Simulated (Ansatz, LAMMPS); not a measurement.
**A faulty run on glassy 46SiO2-16Al2O3-16BaO-16Li2O-5Sc2O3 (mol %) (121 atoms)**

Program: Ansatz 0.2.0. The cell: 17 Si, 12 Al, 6 Ba, 12 Li, 4 Sc and 70 O.

input.yaml

```yaml
crystal:
  lattice:
    - [11.67601, 0.0, 0.0]
    - [0.0, 11.67601, 0.0]
    - [0.0, 0.0, 11.67601]
  atoms:
    - { symbol: Si, position: [0.5458, 0.46646, 0.8399] }
    - { symbol: Si, position: [0.76476, 0.54149, 0.9615] }
    - { symbol: Si, position: [0.99586, 0.9456, 0.30159] }
    - { symbol: Si, position: [0.8019, 0.78445, 0.21932] }
    - { symbol: Si, position: [0.87016, 0.79135, 0.95215] }
    - { symbol: Si, position: [0.03291, 0.10707, 0.08306] }
    - { symbol: Si, position: [0.70646, 0.42355, 0.18554] }
    - { symbol: Si, position: [0.73551, 0.68642, 0.59332] }
    - { symbol: Si, position: [0.86728, 0.46296, 0.64266] }
    - { symbol: Si, position: [0.33452, 0.47603, 0.25221] }
    - { symbol: Si, position: [0.46311, 0.03248, 0.70499] }
    - { symbol: Si, position: [0.21864, 0.80013, 0.3711] }
    - { symbol: Si, position: [0.44299, 0.95425, 0.96617] }
    - { symbol: Si, position: [0.12242, 0.53839, 0.6708] }
    - { symbol: Si, position: [0.14269, 0.54137, 0.40466] }
    - { symbol: Si, position: [0.00412, 0.41575, 0.96702] }
    - { symbol: Si, position: [0.70389, 0.27758, 0.74485] }
    - { symbol: Al, position: [0.54758, 0.53649, 0.43894] }
    [... 97 atom lines left out ...]
    - { symbol: O, position: [0.66393, 0.52682, 0.87305] }
    - { symbol: O, position: [0.03887, 0.41763, 0.10189] }
    - { symbol: O, position: [0.18718, 0.66407, 0.35541] }
    - { symbol: O, position: [0.17176, 0.54481, 0.541] }
    - { symbol: O, position: [0.22656, 0.45022, 0.34084] }
    - { symbol: O, position: [0.33384, 0.83878, 0.31618] }
kpoints:
  mp_grid: { grid: [1, 1, 1] }
hamiltonian:
  xc: pbe
  hubbard: { sites: [{ species: Si, l: f, u_eff: 4.0 }] }
scf:
  occupations: { method: gaussian, width: 0.05 }
  max_iter: 75
output:
  forces: true
```

Launch:

```bash
$ ansatz run input.yaml --threads 8 --pin off --max-ram 15872MiB --backend cpu --events-out ev --progress --plain --runs-dir out
```

Log:

```text
Error: inconsistent input (hamiltonian.hubbard.sites[].l, hamiltonian.hubbard.sites[].shell): the file of Si doesn't list 4f, and it can't be added: PBE doesn't bind the shell 4f of the free atom, whose level lies at +1.08 eV. Type an atom or ion with it (hamiltonian.pseudopotentials.projection_atoms), take another file or name another shell
```

Wall time 0.13 s (8 threads of Arm Neoverse N1, shared host); peak memory 0.1 GiB.

What is at fault here, and what would mend it?

A U on a shell that isn't there: hamiltonian.hubbard = {"sites": [{"species": "Si", "l": "f", "u_eff": 4.0}]}.

The fix is to take out hamiltonian.hubbard.

The program refused it before any cycle.

[Logs are printed without paths, hosts, clocks, repeated set-up lines and the standing remarks that a program may print on its own settings, such as how far it seeks lower states.]

[Hosts, paths, dates, database ids (printed as entryN), source tags and the programs' standing remarks are cut or masked in the printed files.]
